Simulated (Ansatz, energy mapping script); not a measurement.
# Spin model of LiNiSe2 in the alpha-NaFeO2 structure from collinear orders

How strongly do the moments of LiNiSe2 in the alpha-NaFeO2 structure couple under PBEsol+U (1.2 eV)? The plan is to run several orders and fit a Heisenberg model.

Program: Ansatz 0.2.0. Level of theory: PBEsol with U = 1.2 eV on Ni d, ortho-atomic projectors; plane waves, U on orthogonalised atomic orbitals unless named otherwise, collinear spin, no spin–orbit coupling. Results are calculated unless marked as measured.

Most raw output is cut from this account.

**1. Starting point**

Symmetry: R-3m, No. 166, trigonal system. Conventional cell: a = 3.520 Å, b = 3.520 Å, c = 18.011 Å, α = 90.00°, β = 90.00°, γ = 120.00°. Nearest to Li lie 6 Se at 2.62 Å. Nearest to Ni lie 6 Se at 2.44 Å. Nearest to Se lie 3 Ni at 2.44 Å and 3 Li at 2.62 Å. alpha-NaFeO2 prototype, lattice guessed from radii. Farther neighbours and most contacts between anions are not listed.

This cell was built for the study (alpha-NaFeO2 prototype, lattice guessed from radii), not taken from an experiment; the compound need not form in this structure.

The cell was relaxed beforehand in Ansatz under PBEsol with U = 6 eV on Ni d, ortho-atomic projectors, D3(BJ) dispersion, from parallel moments.

A Hubbard U penalises fractional filling of the shell. It raises the cost of virtual hops to the neighbours, so couplings that rest on such hops usually weaken.

**2. Which atoms carry moments**

One run in the crystal's own cell, under PBEsol with U = 4.8 eV on Ni d, ortho-atomic projectors, shows which elements keep a moment. Transition or f elements with 0.3 μB or more enter the spin model; moments induced on other atoms do not.

Contents of input.yaml:

```yaml
crystal:
  lattice:
    - [1.759824408, 1.016051877, 6.003814541]
    - [-1.759824408, 1.016051877, 6.003814541]
    - [0.0, -2.032053411, 6.00382306]
  atoms:
    - { symbol: Li, position: [0.0, 0.0, 0.0] }
    - { symbol: Ni, position: [0.5, 0.5, 0.5], spin: 2.0 }
    - { symbol: Se, position: [0.24180541, 0.24180541, 0.24180541] }
    - { symbol: Se, position: [0.75819459, 0.75819459, 0.75819459] }
magnetization:
  spin_polarized: true
kpoints:
  mp_grid: { grid: [9, 9, 9] }
hamiltonian:
  xc: pbesol
  hubbard:
    sites: [{ species: Ni, l: d, u_eff: 4.8 }]
    projectors: ortho-atomic
scf:
  occupations: { method: fermi_dirac, width: 0.05 }
output:
  eigenvalues: true
```

Started as:

```console
ansatz run input.yaml --threads 4 --pin off --max-ram 8192MiB --backend cpu --events-out ev --progress --plain --runs-dir out
```

It took 4.1 min on 4 threads of Arm Neoverse V1, shared host; peak memory 2.3 GiB.

Spin moment in the sphere by atom:

| atom | spin moment in the sphere (μB) |
| --- | --- |
| Li1 | 0.04 |
| Ni2 | 1.02 |
| Se3 | -0.02 |
| Se4 | -0.02 |

The run ends ferromagnetic; Ni carries the moments.

**3. A run to fix the orbital filling**

A corrected shell can settle in several orbital fillings. One parallel run, with an occupation width a fifth wider than the orders use, therefore is to supply the occupation matrices. All orders start from them.

input.yaml, the sections that differ from step 2:

```yaml
kpoints:
  mp_grid: { grid: [10, 10, 10] }
hamiltonian:
  xc: pbesol
  hubbard:
    sites: [{ species: Ni, l: d, u_eff: 1.2 }]
    projectors: ortho-atomic
scf:
  occupations: { method: fermi_dirac, width: 0.06 }
# crystal, magnetization, output: as in step 2
```

Elapsed: 89 s, on 4 threads; peak memory 1.9 GiB; 5.8 min of CPU time.

Read from the output:

- final state: ferromagnetic
- electrons in the corrected shells: 8.769 e
- largest moment: 0.59 μB

**4. Parallel start in cell A (8 atoms)**

Each cell gets its own parallel run on the same mesh, so that most of the mesh error cancels in the differences.

Contents of input.yaml:

```yaml
crystal:
  lattice:
    - [-1.759824408, 3.048105288, -8.519e-06]
    - [-5.279473224, -3.048105288, 8.519e-06]
    - [1.759824408, 1.016051877, 6.003814541]
  atoms:
    - { symbol: Li, position: [0.5, 0.5, 0.0] }
    - { symbol: Li, position: [0.0, 0.0, 0.0] }
    - { symbol: Ni, position: [0.5, 0.0, 0.5], spin: 2.0 }
    - { symbol: Ni, position: [0.0, 0.5, 0.5], spin: 2.0 }
    - { symbol: Se, position: [0.5, 0.74180541, 0.72541623] }
    - { symbol: Se, position: [0.0, 0.24180541, 0.72541623] }
    - { symbol: Se, position: [0.5, 0.25819459, 0.27458377] }
    - { symbol: Se, position: [0.0, 0.75819459, 0.27458377] }
magnetization:
  spin_polarized: true
kpoints:
  mp_grid: { grid: [9, 6, 5] }
hamiltonian:
  xc: pbesol
  hubbard:
    sites:
      - { species: Ni, l: d, u_eff: 1.2 }
      - { site: 2, l: d, u_eff: 1.2, starting_ns: [{ spin: up, occupation_matrix: ni2_major }, { spin: down, occupation_matrix: ni2_minor }] }
      - { site: 3, l: d, u_eff: 1.2, starting_ns: [{ spin: up, occupation_matrix: ni2_major }, { spin: down, occupation_matrix: ni2_minor }] }
    projectors: ortho-atomic
    occupation_matrices:
      ni2_major:
        matrix:
          - [0.984, 0.0, 0.0, 0.0, 0.0]
          - [0.0, 0.899, 0.0, 0.0, 0.059]
          - [0.0, 0.0, 0.899, 0.059, 0.0]
          - [0.0, 0.0, 0.059, 0.94, 0.0]
          - [0.0, 0.059, 0.0, 0.0, 0.94]
      ni2_minor:
        matrix:
          - [0.976, 0.0, 0.0, 0.0, 0.0]
          - [0.0, 0.704, 0.0, 0.0, 0.179]
          - [0.0, 0.0, 0.704, 0.179, 0.0]
          - [0.0, 0.0, 0.179, 0.86, 0.0]
          - [0.0, 0.179, 0.0, 0.0, 0.86]
scf:
  occupations: { method: fermi_dirac, width: 0.05 }
output:
  eigenvalues: true
  write_density: true
  write_potential: true
  elf: true
  volumetric_format: npy
```

It took 70 s on 4 threads; peak memory 1.9 GiB; 4.5 min of CPU time.

Spin moment in the sphere by atom:

| atom | spin moment in the sphere (μB) |
| --- | --- |
| Li1 | 0.036 |
| Li2 | 0.036 |
| Ni3 | 0.616 |
| Ni4 | 0.616 |
| Se5 | 0.036 |
| Se6 | 0.036 |
| Se7 | 0.036 |
| Se8 | 0.036 |

The run ends ferromagnetic.

Spin density in the bc plane at fractional x = 0.000, with atoms of Li and Ni and Se within 0.2 Å of it.

Ten even steps from '0' (0.0 e/Å³) to '9' (1.8 e/Å³), each cell a mean:
```
00000000000000000
00000000000000000
00000000000000000
00000000000000000
00000000000000000
00000000000000000
00000000000000000
00000002640000000
00000002960000000
00000001210000000
00000000000000000
00000000000000000
00000000000000000
00000000000000000
00000000000000000
00000000000000000
00000000000000000
```
Columns run along b (6.1 Å), rows up along c (6.3 Å). Atoms in or near the plane, at fractional coordinates: Li at (0.00, 0.00), Ni at (0.50, 0.50), Se at (0.24, 0.73), Se at (0.76, 0.27).

ELF in the bc plane at fractional x = 0.000, with atoms of Li and Ni and Se within 0.2 Å of it. It is the smooth field of the valence electrons, not physical close to the nuclei.

Ten even steps from '_' (0.30 × 1e-1) to '@' (9.84 × 1e-1), each cell a mean:
```
%%::__==******==..____________::@@
__..++##%%%%%%**--______________..
..==##%%####%%##==..______________
--**##**--++####==..____....______
==****--..==##**--..........______
==##**====####==..........________
--**########==..::--::....________
::==++++++--..::==++--......____..
....::::....::==**++::..--====--::
..________..::--==::..==********==
::______......::::..==####++**##++
::______..........--####--::++##**
..______......__::++##**::::**##++
________________::**####****####==
________________::++##%%%%%%##++..
**--____________..==**######==..::
@@**____..::::......--====::__..%%
```
Columns run along b (6.1 Å), rows up along c (6.3 Å). Atoms in or near the plane, at fractional coordinates: Li at (0.00, 0.00), Ni at (0.50, 0.50), Se at (0.24, 0.73), Se at (0.76, 0.27).

**5. Compensated +− start in cell A (8 atoms)**

This order reverses 4 of the 6 neighbours at 3.52 Å and 4 of the 6 neighbours at 6.34 Å, counted for an average magnetic atom.

input.yaml, as its differences from that of step 4:

```diff
@@ -9,3 +9,3 @@
     - { symbol: Ni, position: [0.5, 0.0, 0.5], spin: 2.0 }
-    - { symbol: Ni, position: [0.0, 0.5, 0.5], spin: 2.0 }
+    - { symbol: Ni, position: [0.0, 0.5, 0.5], spin: -2.0 }
     - { symbol: Se, position: [0.5, 0.74180541, 0.72541623] }
@@ -24,3 +24,3 @@
       - { site: 2, l: d, u_eff: 1.2, starting_ns: [{ spin: up, occupation_matrix: ni2_major }, { spin: down, occupation_matrix: ni2_minor }] }
-      - { site: 3, l: d, u_eff: 1.2, starting_ns: [{ spin: up, occupation_matrix: ni2_major }, { spin: down, occupation_matrix: ni2_minor }] }
+      - { site: 3, l: d, u_eff: 1.2, starting_ns: [{ spin: up, occupation_matrix: ni2_minor }, { spin: down, occupation_matrix: ni2_major }] }
     projectors: ortho-atomic
```

Run time: 94 s. Hardware: 4 threads; peak memory 1.9 GiB.

Spin moment in the sphere by atom:

| atom | spin moment in the sphere (μB) |
| --- | --- |
| Li1 | 0.019 |
| Li2 | -0.019 |
| Ni3 | 0.374 |
| Ni4 | -0.375 |
| Se5 | -0.008 |
| Se6 | 0.008 |
| Se7 | -0.008 |
| Se8 | 0.008 |

The run ends antiferromagnetic, 16.95 meV a magnetic atom above the parallel order of its cell (energies taken at zero occupation width, not the printed F).

Spin density in the bc plane at fractional x = 0.000, with atoms of Li and Ni and Se within 0.2 Å of it.

Ten even steps from '_' (-1.1 e/Å³) to '@' (0.0 e/Å³), each cell a mean:
```
@@@@@@@@@@@@@@@@@@@@@@@@@@@@@@@@@@
@@@@@@@@@@@@@@@@@@@@@@@@@@@@@@@@@@
@@@@@@@@@@@@@@@@@@@@@@@@@@@@@@@@@@
@@@@@@@@@@@@@@@@@@@@@@@@@@@@@@@@@@
@@@@@@@@@@@@@@@@@@@@@@@@@@@@@@@@@@
@@@@@@@@@@@@@@@@@@@@@@@@@@@@@@@@@@
@@@@@@@@@@@@@@@@@@@@@@@@@@@@@@@@@@
@@@@@@@@@@@@@@##==++@@@@@@@@@@@@@@
@@@@@@@@@@@@@@##__--@@@@@@@@@@@@@@
@@@@@@@@@@@@@@%%%%%%@@@@@@@@@@@@@@
@@@@@@@@@@@@@@@@@@@@@@@@@@@@@@@@@@
@@@@@@@@@@@@@@@@@@@@@@@@@@@@@@@@@@
@@@@@@@@@@@@@@@@@@@@@@@@@@@@@@@@@@
@@@@@@@@@@@@@@@@@@@@@@@@@@@@@@@@@@
@@@@@@@@@@@@@@@@@@@@@@@@@@@@@@@@@@
@@@@@@@@@@@@@@@@@@@@@@@@@@@@@@@@@@
@@@@@@@@@@@@@@@@@@@@@@@@@@@@@@@@@@
```
Columns run along b (6.1 Å), rows up along c (6.3 Å). Atoms in or near the plane, at fractional coordinates: Li at (0.00, 0.00), Ni at (0.50, 0.50), Se at (0.24, 0.73), Se at (0.76, 0.27).

ELF in the bc plane at fractional x = 0.000, with atoms of Li and Ni and Se within 0.2 Å of it. It is the smooth field of the valence electrons, not physical close to the nuclei.

Values in units of 1e-1, 9 rows by 16 columns, each cell a mean:
```
5.1 1.7 3.5 6.2 7.1 7.3 6.6 4.4 1.8 0.8 0.7 0.8 0.7 0.4 1.1 5.7
2.0 5.8 7.7 7.2 6.4 7.4 7.8 6.3 2.6 0.8 0.7 0.9 1.1 1.0 0.6 0.5
4.3 7.1 6.7 3.1 3.0 6.5 7.4 4.6 2.0 1.5 1.5 1.6 1.4 0.9 0.5 1.0
3.6 6.2 6.9 6.6 6.8 6.0 3.3 2.3 3.5 3.0 2.0 1.5 1.1 0.7 0.6 1.1
1.7 2.1 2.6 2.7 2.4 1.9 2.9 5.0 5.7 3.4 2.2 3.1 4.0 4.2 3.8 2.6
2.4 0.6 0.5 0.8 1.4 1.6 2.0 2.6 2.3 3.1 6.2 7.1 5.9 6.4 7.2 5.8
2.0 0.6 0.8 1.2 1.5 1.5 1.3 1.5 3.5 6.9 7.4 4.3 2.4 5.4 7.5 5.9
0.8 0.5 0.6 1.0 0.9 0.6 0.5 1.2 4.4 7.3 8.0 7.7 7.7 7.8 6.3 2.6
8.4 5.1 0.3 0.8 1.3 1.5 1.4 1.2 2.2 4.3 5.7 5.9 5.1 3.2 1.2 5.7
```
Columns run along b (6.1 Å), rows up along c (6.3 Å). Atoms in or near the plane, at fractional coordinates: Li at (0.00, 0.00), Ni at (0.50, 0.50), Se at (0.24, 0.73), Se at (0.76, 0.27).

**6. Run 3 (parallel; cell B, 12 atoms)**

A new cell needs its own zero of energy.

Contents of input.yaml:

```yaml
crystal:
  lattice:
    - [-5.279473224, -3.048105288, 8.519e-06]
    - [-5.279473224, 3.048105288, -8.519e-06]
    - [-1.759824408, -1.016051877, -6.003814541]
  atoms:
    - { symbol: Li, position: [0.666666667, 0.666666667, 0.0] }
    - { symbol: Li, position: [0.333333333, 0.333333333, 0.0] }
    - { symbol: Li, position: [0.0, 0.0, 0.0] }
    - { symbol: Ni, position: [0.166666667, 0.666666667, 0.5], spin: 2.0 }
    - { symbol: Ni, position: [0.833333333, 0.333333333, 0.5], spin: 2.0 }
    - { symbol: Ni, position: [0.5, 0.0, 0.5], spin: 2.0 }
    - { symbol: Se, position: [0.908472077, 0.666666667, 0.27458377] }
    - { symbol: Se, position: [0.575138743, 0.333333333, 0.27458377] }
    - { symbol: Se, position: [0.24180541, 0.0, 0.27458377] }
    - { symbol: Se, position: [0.424861257, 0.666666667, 0.72541623] }
    - { symbol: Se, position: [0.091527923, 0.333333333, 0.72541623] }
    - { symbol: Se, position: [0.75819459, 0.0, 0.72541623] }
magnetization:
  spin_polarized: true
kpoints:
  mp_grid: { grid: [6, 6, 5] }
hamiltonian:
  xc: pbesol
  hubbard:
    sites:
      - { species: Ni, l: d, u_eff: 1.2 }
      - { site: 3, l: d, u_eff: 1.2, starting_ns: [{ spin: up, occupation_matrix: ni2_major }, { spin: down, occupation_matrix: ni2_minor }] }
      - { site: 4, l: d, u_eff: 1.2, starting_ns: [{ spin: up, occupation_matrix: ni2_major }, { spin: down, occupation_matrix: ni2_minor }] }
      - { site: 5, l: d, u_eff: 1.2, starting_ns: [{ spin: up, occupation_matrix: ni2_major }, { spin: down, occupation_matrix: ni2_minor }] }
    projectors: ortho-atomic
    occupation_matrices:
      ni2_major:
        matrix:
          - [0.984, 0.0, 0.0, 0.0, 0.0]
          - [0.0, 0.899, 0.0, 0.0, 0.059]
          - [0.0, 0.0, 0.899, 0.059, 0.0]
          - [0.0, 0.0, 0.059, 0.94, 0.0]
          - [0.0, 0.059, 0.0, 0.0, 0.94]
      ni2_minor:
        matrix:
          - [0.976, 0.0, 0.0, 0.0, 0.0]
          - [0.0, 0.704, 0.0, 0.0, 0.179]
          - [0.0, 0.0, 0.704, 0.179, 0.0]
          - [0.0, 0.0, 0.179, 0.86, 0.0]
          - [0.0, 0.179, 0.0, 0.0, 0.86]
scf:
  occupations: { method: fermi_dirac, width: 0.05 }
output:
  eigenvalues: true
```

The job ended after 1.7 min (4 threads; peak memory 2.8 GiB; 6.6 min of CPU time).

The run ends ferromagnetic. For each magnetic atom its energy differs from the parallel run of the first cell by -1.61 meV, an error that one common reference would have brought in.

**7. Run 4 (uncompensated ++−; cell B, 12 atoms)**

Reversing part of the moments probes the couplings between the two sets.

input.yaml, as its differences from that of step 6:

```diff
@@ -11,3 +11,3 @@
     - { symbol: Ni, position: [0.833333333, 0.333333333, 0.5], spin: 2.0 }
-    - { symbol: Ni, position: [0.5, 0.0, 0.5], spin: 2.0 }
+    - { symbol: Ni, position: [0.5, 0.0, 0.5], spin: -2.0 }
     - { symbol: Se, position: [0.908472077, 0.666666667, 0.27458377] }
@@ -29,3 +29,3 @@
       - { site: 4, l: d, u_eff: 1.2, starting_ns: [{ spin: up, occupation_matrix: ni2_major }, { spin: down, occupation_matrix: ni2_minor }] }
-      - { site: 5, l: d, u_eff: 1.2, starting_ns: [{ spin: up, occupation_matrix: ni2_major }, { spin: down, occupation_matrix: ni2_minor }] }
+      - { site: 5, l: d, u_eff: 1.2, starting_ns: [{ spin: up, occupation_matrix: ni2_minor }, { spin: down, occupation_matrix: ni2_major }] }
     projectors: ortho-atomic
```

It took 11 min on 4 threads; peak memory 2.8 GiB.

The program's message: “Error: did not converge after 100 iterations: dr2 = 4.42e-4 (threshold 1.00e-7), under the density mixer `msr1`, which `scf.mixing.algorithm: auto` chose by the deck's other keys (type `scf.mixing.alg …”

**8. Run 5 (parallel; cell C, 8 atoms)**

Contents of input.yaml:

```yaml
crystal:
  lattice:
    - [-3.519648816, 0.0, 0.0]
    - [0.0, 6.096210576, -1.7038e-05]
    - [1.759824408, -1.016051877, -6.003814541]
  atoms:
    - { symbol: Li, position: [0.0, 0.0, 0.0] }
    - { symbol: Li, position: [0.5, 0.5, 0.0] }
    - { symbol: Ni, position: [0.25, 0.75, 0.5], spin: 2.0 }
    - { symbol: Ni, position: [0.75, 0.25, 0.5], spin: 2.0 }
    - { symbol: Se, position: [0.637291885, 0.879097295, 0.27458377] }
    - { symbol: Se, position: [0.137291885, 0.379097295, 0.27458377] }
    - { symbol: Se, position: [0.862708115, 0.620902705, 0.72541623] }
    - { symbol: Se, position: [0.362708115, 0.120902705, 0.72541623] }
magnetization:
  spin_polarized: true
kpoints:
  mp_grid: { grid: [9, 5, 9] }
hamiltonian:
  xc: pbesol
  hubbard:
    sites:
      - { species: Ni, l: d, u_eff: 1.2 }
      - { site: 2, l: d, u_eff: 1.2, starting_ns: [{ spin: up, occupation_matrix: ni2_major }, { spin: down, occupation_matrix: ni2_minor }] }
      - { site: 3, l: d, u_eff: 1.2, starting_ns: [{ spin: up, occupation_matrix: ni2_major }, { spin: down, occupation_matrix: ni2_minor }] }
    projectors: ortho-atomic
    occupation_matrices:
      ni2_major:
        matrix:
          - [0.984, 0.0, 0.0, 0.0, 0.0]
          - [0.0, 0.899, 0.0, 0.0, 0.059]
          - [0.0, 0.0, 0.899, 0.059, 0.0]
          - [0.0, 0.0, 0.059, 0.94, 0.0]
          - [0.0, 0.059, 0.0, 0.0, 0.94]
      ni2_minor:
        matrix:
          - [0.976, 0.0, 0.0, 0.0, 0.0]
          - [0.0, 0.704, 0.0, 0.0, 0.179]
          - [0.0, 0.0, 0.704, 0.179, 0.0]
          - [0.0, 0.0, 0.179, 0.86, 0.0]
          - [0.0, 0.179, 0.0, 0.0, 0.86]
scf:
  occupations: { method: fermi_dirac, width: 0.05 }
output:
  eigenvalues: true
```

Run time: 57 s. Hardware: 4 threads; peak memory 1.7 GiB; 3.7 min of CPU time.

The run ends ferromagnetic. For each magnetic atom its energy differs from the parallel run of the first cell by 1.52 meV, an error that one common reference would have brought in.

**9. Compensated +− start in cell C (8 atoms)**

This order reverses 4 of the 6 neighbours at 3.52 Å and 2 of the 6 neighbours at 6.34 Å, counted for an average magnetic atom.

input.yaml, as its differences from that of step 8:

```diff
@@ -9,3 +9,3 @@
     - { symbol: Ni, position: [0.25, 0.75, 0.5], spin: 2.0 }
-    - { symbol: Ni, position: [0.75, 0.25, 0.5], spin: 2.0 }
+    - { symbol: Ni, position: [0.75, 0.25, 0.5], spin: -2.0 }
     - { symbol: Se, position: [0.637291885, 0.879097295, 0.27458377] }
@@ -24,3 +24,3 @@
       - { site: 2, l: d, u_eff: 1.2, starting_ns: [{ spin: up, occupation_matrix: ni2_major }, { spin: down, occupation_matrix: ni2_minor }] }
-      - { site: 3, l: d, u_eff: 1.2, starting_ns: [{ spin: up, occupation_matrix: ni2_major }, { spin: down, occupation_matrix: ni2_minor }] }
+      - { site: 3, l: d, u_eff: 1.2, starting_ns: [{ spin: up, occupation_matrix: ni2_minor }, { spin: down, occupation_matrix: ni2_major }] }
     projectors: ortho-atomic
```

Elapsed: 70 s, on 4 threads; peak memory 1.7 GiB.

The run ends antiferromagnetic, 12.89 meV a magnetic atom above the parallel order of its cell (energies taken at zero occupation width, not the printed F).

(Continued in part 2 of 2.)

[Logs and program files are shortened in this print: banners, set-up blocks, solver, clock and traceback lines can be left out without a mark of their own.]

[Logs are printed without paths, hosts, clocks, repeated set-up lines and the standing remarks that a program may print on its own settings, such as how far it seeks lower states.]

[Hosts, paths, dates, database ids (printed as entryN), source tags and the programs' standing remarks are cut or masked in the printed files.]

[Where a cell is said to come from a database of computed structures, the database is the Materials Project.]
